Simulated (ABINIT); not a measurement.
## Ba2C (Fm-3m): zone-centre phonons

Aim: the zone-centre modes of Ba2C (Fm-3m).

Program: ABINIT 10.8.3. Level of theory: DFT PBE, scalar-relativistic, plane waves, PseudoDojo stringent norm-conserving pseudopotentials. Results are calculated unless marked as measured.

The structure was built from a prototype and need not be the compound's stable phase.

In doubt: a PseudoDojo file used here is known to give poor structures and forces, so the values of those runs are not to be relied on.

**1. Set-up**

The structure is cubic, space group Fm-3m (No. 225). Conventional cell: a = 7.825 Å, b = 7.825 Å, c = 7.825 Å, α = 90.00°, β = 90.00°, γ = 90.00°. Ba has 4 C at 3.39 Å nearest. Nearest to C lie 8 Ba at 3.39 Å. Farther neighbours are not listed.

Structure file:

```cif
data_structure
_symmetry_space_group_name_H-M 'Fm-3m'
_symmetry_Int_Tables_number 225
_cell_length_a 7.8250
_cell_length_b 7.8250
_cell_length_c 7.8250
_cell_angle_alpha 90.000
_cell_angle_beta 90.000
_cell_angle_gamma 90.000
_cell_volume 479.14
loop_
_atom_site_label
_atom_site_type_symbol
_atom_site_symmetry_multiplicity
_atom_site_Wyckoff_symbol
_atom_site_fract_x
_atom_site_fract_y
_atom_site_fract_z
_atom_site_occupancy
Ba1 Ba 8 c 0.25000 0.75000 0.75000 1
C1 C 4 a 0.00000 0.00000 0.00000 1
```

**2. A probe with smearing**

A first run with smearing and empty bands tells whether the crystal has a gap, which decides between fixed occupations and smearing later on.

probe.abi

```
# ground state
tolvrs 1.0d-08
prtden 1
prtwf 1

# basis, mesh and filling
ecut 46.0
ecutsm 3.0
ngkpt 4 4 4
nshiftk 1
shiftk 0.0 0.0 0.0
istwfk *1
occopt 7
tsmear 0.005
nband 19
nstep 100
diemac 9.0
prtebands 0
prtgsr 0
useylm 1

# cell and atoms
acell 3*1.0 Angstrom
rprim 
    0.0 3.91252 3.91252
    3.91252 0.0 3.91252
    3.91252 3.91252 0.0
ntypat 2
znucl 56 6
natom 3
typat 1 1 2
xred 
    0.25 0.25 0.25
    0.75 0.75 0.75
    0.0 0.0 0.0
pp_dirpath "./pseudo"
pseudos "Ba.upf, C.upf"
```

The run is started by

```
OMP_NUM_THREADS=1 mpirun -n 4 abinit probe.abi > probe.log
```

Numbers of over 12 decimals in the logs are rounded to 6 here.

probe.abo, the main output file:

```text
[banners, grids, parts of the stress and lines that vanish by symmetry left out]
- input  file    -> probe.abi
- output file    -> probe.abo
- root for input  files -> probei
[...]
Symmetries : space group Fm -3 m (#225); Bravais cF (face-center cubic)
[...]
mpw =       12086          nfft =      262144          nkpt =           8
[...]
== DATASET  1 ==================================================================
[...]
cutoff_energies: {ecut:  46.0, pawecutdg:  -1.0, }
[...]
ETOT  1  -61.406995883298    -6.141E+01 3.231E-02 5.862E+03
 ETOT  2  -60.528518241129     8.785E-01 1.860E-02 1.723E+04
 ETOT  3  -61.912647710991    -1.384E+00 1.207E-02 5.134E+01
 ETOT  4  -61.913499879430    -8.522E-04 7.463E-03 5.857E+01
 ETOT  5  -61.867421946462     4.608E-02 2.102E-03 6.132E+02
[...]
ETOT 19  -61.920196008638    -1.656E-12 2.151E-05 2.141E-08
 ETOT 20  -61.920196008637     8.100E-13 1.738E-05 8.808E-09
 At SCF step   20       vres2   =  8.81E-09 < tolvrs=  1.00E-08 =>converged.
[...]
sigma(1 1)=  1.80492456E-04  sigma(3 2)=  0.00000000E+00
  sigma(2 2)=  1.80492456E-04  sigma(3 1)=  0.00000000E+00
  sigma(3 3)=  1.80492456E-04  sigma(2 1)=  0.00000000E+00
[...]
convergence: {deltae:  8.100E-13, res2:  8.808E-09, residm:  1.738E-05, diffor: null, }
etotal    :  -6.19201960E+01
[...]
sigma(1 1)=  1.80492456E-04  sigma(3 2)=  0.00000000E+00
  sigma(2 2)=  1.80492456E-04  sigma(3 1)=  0.00000000E+00
  sigma(3 3)=  1.80492456E-04  sigma(2 1)=  0.00000000E+00
[...]
- sigma(1 1)=  5.31027139E+00  sigma(3 2)=  0.00000000E+00
- sigma(2 2)=  5.31027139E+00  sigma(3 1)=  0.00000000E+00
- sigma(3 3)=  5.31027139E+00  sigma(2 1)=  0.00000000E+00
[...]
fcart     -1.4226030396E-31 -4.7420101319E-32  2.3710050660E-31
           strten      1.8049245591E-04  1.8049245591E-04  1.8049245591E-04
================================================================================

[key lines of the parts left out:]
pressure_GPa:  -5.3103E+00
```

The job ended after 31 s (4 MPI ranks of Arm Neoverse V1, shared host).

This step gave:

| Item | Value |
| --- | --- |
| volume per atom | 39.93 Å³ |
| pressure | -5.310 GPa |
| gap on the k-mesh | 0 eV |

No gap opens on this mesh, so smearing is kept.

**3. Rough relaxation**

The typed start is rough, so a first relaxation with smearing and loose thresholds takes it towards rest cheaply.

prerelax.abi

```
# relaxation
ionmov 2
optcell 2
dilatmx 1.15
chkdilatmx 0
ntime 40
tolmxf 3.0d-04
tolvrs 1.0d-10
prtwf 0
prtden 0
chksymtnons 0

# basis, mesh and filling
ecut 36.8
ecutsm 3.0
ngkpt 4 4 4
nshiftk 1
shiftk 0.0 0.0 0.0
istwfk *1
occopt 7
tsmear 0.005
nband 19
nstep 100
diemac 1000000.0
prtebands 0
prtgsr 0
useylm 1

# cell and atoms
acell 3*1.0 Angstrom
rprim 
    0.0 3.91252 3.91252
    3.91252 0.0 3.91252
    3.91252 3.91252 0.0
ntypat 2
znucl 56 6
natom 3
typat 1 1 2
xred 
    0.25 0.25 0.25
    0.75 0.75 0.75
    0.0 0.0 0.0
pp_dirpath "./pseudo"
pseudos "Ba.upf, C.upf"
```

The run is started by

```
OMP_NUM_THREADS=1 mpirun -n 4 abinit prerelax.abi > prerelax.log
```

prerelax.abo, the main output file:

```text
[banners, grids, parts of the stress and lines that vanish by symmetry left out]
- input  file    -> prerelax.abi
- output file    -> prerelax.abo
- root for input  files -> prerelaxi
[...]
Symmetries : space group Fm -3 m (#225); Bravais cF (face-center cubic)
[...]
mpw =       13323          nfft =      373248          nkpt =           8
[...]
== DATASET  1 ==================================================================
[...]
cutoff_energies: {ecut:  36.8, pawecutdg:  -1.0, }
[...]
ETOT  1  -61.393384573873    -6.139E+01 2.634E-02 8.570E+03
 ETOT  2  -60.749035260813     6.443E-01 1.157E-02 1.990E+04
 ETOT  3  -61.912452990788    -1.163E+00 5.519E-03 1.051E+02
 ETOT  4  -61.915907922629    -3.455E-03 2.668E-03 5.597E+01
 ETOT  5  -61.863885856983     5.202E-02 4.203E-03 9.242E+02
[...]
At SCF step   20       vres2   =  1.46E-11 < tolvrs=  1.00E-10 =>converged.
[...]
ETOT 14  -61.945540610774    -2.231E-12 9.460E-07 3.993E-11
 At SCF step   14       vres2   =  3.99E-11 < tolvrs=  1.00E-10 =>converged.
[...]
sigma(1 1)= -1.89147106E-06  sigma(3 2)=  0.00000000E+00
  sigma(2 2)= -1.89147106E-06  sigma(3 1)=  0.00000000E+00
  sigma(3 3)= -1.89147106E-06  sigma(2 1)=  0.00000000E+00
[...]
convergence: {deltae: -2.231E-12, res2:  3.993E-11, residm:  9.460E-07, diffor: null, }
etotal    :  -6.19455406E+01
[...]
At Broyd/MD step   6, gradients are converged :
[...]
sigma(1 1)= -1.89147106E-06  sigma(3 2)=  0.00000000E+00
  sigma(2 2)= -1.89147106E-06  sigma(3 1)=  0.00000000E+00
  sigma(3 3)= -1.89147106E-06  sigma(2 1)=  0.00000000E+00
[...]
- sigma(1 1)= -5.56489998E-02  sigma(3 2)=  0.00000000E+00
- sigma(2 2)= -5.56489998E-02  sigma(3 1)=  0.00000000E+00
- sigma(3 3)= -5.56489998E-02  sigma(2 1)=  0.00000000E+00
[...]
fcart     -1.5798444969E-31 -5.2661483230E-32  2.6330741615E-31
           strten     -1.8914710568E-06 -1.8914710568E-06 -1.8914710568E-06
================================================================================

[key lines of the parts left out:]
pressure_GPa:   5.5649E-02
Total energy (etotal) [Ha]= -6.19455406107739E+01
```

Run time: 4.6 min. Hardware: 4 MPI ranks; 19 min of CPU time.

Step by step:

```csv
step,energy less that of the first step (eV),largest force (eV/Å),volume (Å³)
1,0.0000,0.0000,119.78
2,-0.0635,0.0000,117.85
3,-0.3092,0.0000,72.17
4,-0.6486,0.0000,94.51
5,-0.6938,0.0000,89.18
6,-0.6966,0.0000,87.46
```

```csv
"conventional cell, symmetrised",before,after,change
a (Å),7.825,7.046,-10.0 %
b (Å),7.825,7.046,-10.0 %
c (Å),7.825,7.046,-10.0 %
volume (Å³/atom),39.93,29.15,-27.0 %
```

Final coordinates:

```cif
data_structure
_symmetry_space_group_name_H-M 'P 1'
_symmetry_Int_Tables_number 1
_cell_length_a 4.9824
_cell_length_b 4.9824
_cell_length_c 4.9824
_cell_angle_alpha 60.000
_cell_angle_beta 60.000
_cell_angle_gamma 60.000
_cell_volume 87.46
loop_
_atom_site_label
_atom_site_type_symbol
_atom_site_fract_x
_atom_site_fract_y
_atom_site_fract_z
_atom_site_occupancy
Ba1 Ba 0.25000 0.25000 0.25000 1
Ba2 Ba 0.75000 0.75000 0.75000 1
C3 C 0.00000 0.00000 0.00000 1
```

Read from the output:

* volume per atom: 29.15 Å³
* pressure: 0.05565 GPa

The volume changes by -27.0 % in this run and stands -27.0 % from the first cell.

**4. Rough relaxation**

The cell changed much, so the rough relaxation is repeated on a basis made for the new cell.

Edit prerelax.abi of step 3 so:

```diff
@@ -31,5 +31,5 @@
 rprim 
-    0.0 3.91252 3.91252
-    3.91252 0.0 3.91252
-    3.91252 3.91252 0.0
+    0.0 3.52310804 3.52310804
+    3.52310804 0.0 3.52310804
+    3.52310804 3.52310804 0.0
 ntypat 2
```

prerelax.abo, the main output file:

```text
[banners, grids, parts of the stress and lines that vanish by symmetry left out]
- input  file    -> prerelax.abi
- output file    -> prerelax.abo
- root for input  files -> prerelaxi
[...]
Symmetries : space group Fm -3 m (#225); Bravais cF (face-center cubic)
[...]
mpw =        9608          nfft =      216000          nkpt =           8
[...]
== DATASET  1 ==================================================================
[...]
cutoff_energies: {ecut:  36.8, pawecutdg:  -1.0, }
[...]
ETOT  1  -61.472525546243    -6.147E+01 3.285E-02 5.400E+03
 ETOT  2  -60.930715675011     5.418E-01 2.729E-02 1.159E+04
 ETOT  3  -61.934554017431    -1.004E+00 7.953E-03 1.030E+02
 ETOT  4  -61.943724300632    -9.170E-03 2.209E-03 2.635E+01
 ETOT  5  -61.889992336228     5.373E-02 1.571E-02 5.975E+02
[...]
ETOT 18  -61.945540613129    -1.450E-12 4.427E-05 3.709E-10
 ETOT 19  -61.945540613124     4.405E-12 4.234E-05 1.758E-13
 At SCF step   19       vres2   =  1.76E-13 < tolvrs=  1.00E-10 =>converged.
[...]
sigma(1 1)= -1.89155053E-06  sigma(3 2)=  0.00000000E+00
  sigma(2 2)= -1.89155053E-06  sigma(3 1)=  0.00000000E+00
  sigma(3 3)= -1.89155053E-06  sigma(2 1)=  0.00000000E+00
[...]
convergence: {deltae:  4.405E-12, res2:  1.758E-13, residm:  4.234E-05, diffor: null, }
etotal    :  -6.19455406E+01
[...]
At Broyd/MD step   1, gradients are converged :
[...]
sigma(1 1)= -1.89155053E-06  sigma(3 2)=  0.00000000E+00
  sigma(2 2)= -1.89155053E-06  sigma(3 1)=  0.00000000E+00
  sigma(3 3)= -1.89155053E-06  sigma(2 1)=  0.00000000E+00
[...]
- sigma(1 1)= -5.56513379E-02  sigma(3 2)=  0.00000000E+00
- sigma(2 2)= -5.56513379E-02  sigma(3 1)=  0.00000000E+00
- sigma(3 3)= -5.56513379E-02  sigma(2 1)=  0.00000000E+00
[...]
fcart      3.8179575311E-31  2.2381130354E-31 -3.8179575311E-31
           strten     -1.8915505273E-06 -1.8915505273E-06 -1.8915505273E-06
================================================================================

[key lines of the parts left out:]
pressure_GPa:   5.5651E-02
Total energy (etotal) [Ha]= -6.19455406131244E+01
```

The job ended after 31 s (4 MPI ranks; 2 min of CPU time).

Little changed from the start: no atom moved by 0.005 Å and no cell edge by 0.1 %.

The volume changes by +0.0 % in this run and stands -27.0 % from the first cell.

**5. Relaxation**

The harmonic expansion needs vanishing forces, and a free crystal bears no stress, so cell and atoms are brought to rest. Stress is more sensitive to the basis than forces are: the last 3 Ha under the cutoff are smoothed with ecutsm.

relax.abi

```
# relaxation
ionmov 2
optcell 2
dilatmx 1.08
ntime 40
tolmxf 1.0d-05
tolvrs 1.0d-14
prtwf 0
prtden 0
chksymtnons 0

# basis, mesh and filling
ecut 46.0
ecutsm 3.0
ngkpt 6 6 6
nshiftk 1
shiftk 0.0 0.0 0.0
istwfk *1
occopt 7
tsmear 0.01
nband 19
nstep 100
diemac 1000000.0
prtebands 0
prtgsr 0
useylm 1

# cell and atoms
acell 3*1.0 Angstrom
rprim 
    0.0 3.523108042 3.523108042
    3.523108042 0.0 3.523108042
    3.523108042 3.523108042 0.0
ntypat 2
znucl 56 6
natom 3
typat 1 1 2
xred 
    0.25 0.25 0.25
    0.75 0.75 0.75
    0.0 0.0 0.0
pp_dirpath "./pseudo"
pseudos "Ba.upf, C.upf"
```

The run is started by

```
OMP_NUM_THREADS=1 mpirun -n 4 abinit relax.abi > relax.log
```

relax.abo, the main output file:

```text
[banners, grids, parts of the stress and lines that vanish by symmetry left out]
- input  file    -> relax.abi
- output file    -> relax.abo
- root for input  files -> relaxi
[...]
Symmetries : space group Fm -3 m (#225); Bravais cF (face-center cubic)
[...]
mpw =       11117          nfft =      262144          nkpt =          16
[...]
== DATASET  1 ==================================================================
[...]
cutoff_energies: {ecut:  46.0, pawecutdg:  -1.0, }
[...]
ETOT  1  -61.471292754027    -6.147E+01 4.897E-02 6.445E+03
 ETOT  2  -60.977534198247     4.938E-01 2.974E-02 1.350E+04
 ETOT  3  -61.937606683913    -9.601E-01 7.407E-03 1.107E+02
 ETOT  4  -61.944743556708    -7.137E-03 5.459E-03 3.119E+01
 ETOT  5  -61.895499804421     4.924E-02 1.688E-02 6.663E+02
[...]
At SCF step   23       vres2   =  5.64E-15 < tolvrs=  1.00E-14 =>converged.
[...]
sigma(1 1)=  4.32414236E-06  sigma(3 2)=  0.00000000E+00
  sigma(2 2)=  4.32414236E-06  sigma(3 1)=  0.00000000E+00
  sigma(3 3)=  4.32414236E-06  sigma(2 1)=  0.00000000E+00
[...]
convergence: {deltae:  3.325E-12, res2:  5.637E-15, residm:  4.363E-05, diffor: null, }
etotal    :  -6.19466323E+01
[...]
ETOT  1  -61.946630650740    -6.195E+01 3.969E-05 3.591E-02
[...]
At SCF step   15       vres2   =  4.00E-16 < tolvrs=  1.00E-14 =>converged.
[...]
sigma(1 1)=  3.89391223E-06  sigma(3 2)=  0.00000000E+00
  sigma(2 2)=  3.89391223E-06  sigma(3 1)=  0.00000000E+00
  sigma(3 3)=  3.89391223E-06  sigma(2 1)=  0.00000000E+00
[...]
convergence: {deltae:  2.643E-12, res2:  4.003E-16, residm:  6.888E-06, diffor: null, }
etotal    :  -6.19466333E+01
[...]
ETOT  1  -61.946428408728    -6.195E+01 5.358E-03 2.870E+00
[...]
ETOT 14  -61.946637283711     3.965E-12 2.568E-06 4.445E-13
 ETOT 15  -61.946637283717    -6.061E-12 6.877E-06 7.251E-15
 At SCF step   15       vres2   =  7.25E-15 < tolvrs=  1.00E-14 =>converged.
[...]
sigma(1 1)= -2.11538097E-08  sigma(3 2)=  0.00000000E+00
  sigma(2 2)= -2.11538097E-08  sigma(3 1)=  0.00000000E+00
  sigma(3 3)= -2.11538097E-08  sigma(2 1)=  0.00000000E+00
[...]
convergence: {deltae: -6.061E-12, res2:  7.251E-15, residm:  6.877E-06, diffor: null, }
etotal    :  -6.19466373E+01
[...]
At Broyd/MD step   3, gradients are converged :
[...]
sigma(1 1)= -2.11538097E-08  sigma(3 2)=  0.00000000E+00
  sigma(2 2)= -2.11538097E-08  sigma(3 1)=  0.00000000E+00
  sigma(3 3)= -2.11538097E-08  sigma(2 1)=  0.00000000E+00
[...]
- sigma(1 1)= -6.22366567E-04  sigma(3 2)=  0.00000000E+00
- sigma(2 2)= -6.22366567E-04  sigma(3 1)=  0.00000000E+00
- sigma(3 3)= -6.22366567E-04  sigma(2 1)=  0.00000000E+00
[...]
fcart     -2.6364996366E-32  2.6364996366E-32  2.6364996366E-32
           strten     -2.1153809661E-08 -2.1153809658E-08 -2.1153809660E-08
================================================================================

[key lines of the parts left out:]
pressure_GPa:   6.2237E-04
Total energy (etotal) [Ha]= -6.19466372837174E+01
```

It took 2.4 min on 4 MPI ranks.

Relaxation path:

```csv
step,energy less that of the first step (eV),largest force (eV/Å),volume (Å³)
1,0.0000,0.0000,87.46
2,0.0000,0.0000,87.43
3,-0.0001,0.0000,87.12
```

```csv
"conventional cell, symmetrised",before,after,change
a (Å),7.046,7.037,-0.1 %
b (Å),7.046,7.037,-0.1 %
c (Å),7.046,7.037,-0.1 %
volume (Å³/atom),29.15,29.04,-0.4 %
```

Final coordinates:

```cif
data_structure
_symmetry_space_group_name_H-M 'P 1'
_symmetry_Int_Tables_number 1
_cell_length_a 4.9760
_cell_length_b 4.9760
_cell_length_c 4.9760
_cell_angle_alpha 60.000
_cell_angle_beta 60.000
_cell_angle_gamma 60.000
_cell_volume 87.12
loop_
_atom_site_label
_atom_site_type_symbol
_atom_site_fract_x
_atom_site_fract_y
_atom_site_fract_z
_atom_site_occupancy
Ba1 Ba 0.25000 0.25000 0.25000 1
Ba2 Ba 0.75000 0.75000 0.75000 1
C3 C 0.00000 0.00000 0.00000 1
```

Numbers from this step:

```
volume per atom : 29.04 Å³
pressure        : 6.22e-4 GPa
```

The volume changes by -0.4 % in this run and stands -27.3 % from the first cell.

**6. Self-consistent run for the response**

First-order wavefunctions inherit every error of the ground state, hence the very tight tolvrs. ecutsm is kept as in the relaxation, so that the cell stays at rest. Smearing stays on, as the first look found no gap above 0.3 eV.

gs.abi

```
# ground state
tolvrs 1.0d-16
prtden 1
prtwf 1

# basis, mesh and filling
ecut 46.0
ecutsm 3.0
ngkpt 6 6 6
nshiftk 1
shiftk 0.0 0.0 0.0
istwfk *1
occopt 7
tsmear 0.01
nband 19
nstep 100
diemac 1000000.0
prtebands 0
prtgsr 0
useylm 1

# cell and atoms
acell 3*1.0 Angstrom
rprim 
    0.0 3.518530638 3.518530638
    3.518530638 0.0 3.518530638
    3.518530638 3.518530638 0.0
ntypat 2
znucl 56 6
natom 3
typat 1 1 2
xred 
    0.25 0.25 0.25
    0.75 0.75 0.75
    0.0 0.0 0.0
pp_dirpath "./pseudo"
pseudos "Ba.upf, C.upf"
```

The run is started by

```
OMP_NUM_THREADS=1 mpirun -n 4 abinit gs.abi > gs.log
```

gs.abo, the main output file:

```text
[banners, grids, parts of the stress and lines that vanish by symmetry left out]
- input  file    -> gs.abi
- output file    -> gs.abo
- root for input  files -> gsi
[...]
Symmetries : space group Fm -3 m (#225); Bravais cF (face-center cubic)
[...]
mpw =        8801          nfft =      216000          nkpt =          16
[...]
== DATASET  1 ==================================================================
[...]
cutoff_energies: {ecut:  46.0, pawecutdg:  -1.0, }
[...]
ETOT  1  -61.470922230765    -6.147E+01 3.783E-02 5.351E+03
 ETOT  2  -60.974621395378     4.963E-01 2.544E-02 1.119E+04
 ETOT  3  -61.937768944955    -9.631E-01 8.262E-03 8.572E+01
 ETOT  4  -61.944734431263    -6.965E-03 3.812E-03 2.486E+01
 ETOT  5  -61.897138251666     4.760E-02 7.818E-03 5.316E+02
[...]
ETOT 26  -61.946637287512     2.572E-12 1.058E-04 4.396E-16
 ETOT 27  -61.946637287514    -1.442E-12 6.970E-05 1.565E-18
 At SCF step   27       vres2   =  1.56E-18 < tolvrs=  1.00E-16 =>converged.
[...]
sigma(1 1)= -2.11742204E-08  sigma(3 2)=  0.00000000E+00
  sigma(2 2)= -2.11742204E-08  sigma(3 1)=  0.00000000E+00
  sigma(3 3)= -2.11742204E-08  sigma(2 1)=  0.00000000E+00
[...]
convergence: {deltae: -1.442E-12, res2:  1.565E-18, residm:  6.970E-05, diffor: null, }
etotal    :  -6.19466373E+01
[...]
sigma(1 1)= -2.11742204E-08  sigma(3 2)=  0.00000000E+00
  sigma(2 2)= -2.11742204E-08  sigma(3 1)=  0.00000000E+00
  sigma(3 3)= -2.11742204E-08  sigma(2 1)=  0.00000000E+00
[...]
- sigma(1 1)= -6.22967073E-04  sigma(3 2)=  0.00000000E+00
- sigma(2 2)= -6.22967073E-04  sigma(3 1)=  0.00000000E+00
- sigma(3 3)= -6.22967073E-04  sigma(2 1)=  0.00000000E+00
[...]
fcart     -1.5818997806E-31 -1.0947644253E-47  2.1091997075E-31
           strten     -2.1174220437E-08 -2.1174220437E-08 -2.1174220438E-08
================================================================================

[key lines of the parts left out:]
pressure_GPa:   6.2297E-04
```

Wall time 72 s (4 MPI ranks); 4.8 min of CPU time.

Read from the output:

| Property | Result |
| --- | --- |
| pressure | 6.23e-4 GPa |

The cell stands at 6.2e-4 GPa, close enough for phonons.

(Continued in part 2 of 2.)

[Host names and launcher messages were left out of these logs when they were recorded.]

[Logs are printed without paths, hosts, clocks, repeated set-up lines and the standing remarks that a program may print on its own settings, such as how far it seeks lower states.]

[Hosts, paths, dates, database ids (printed as entryN), source tags and the programs' standing remarks are cut or masked in the printed files.]
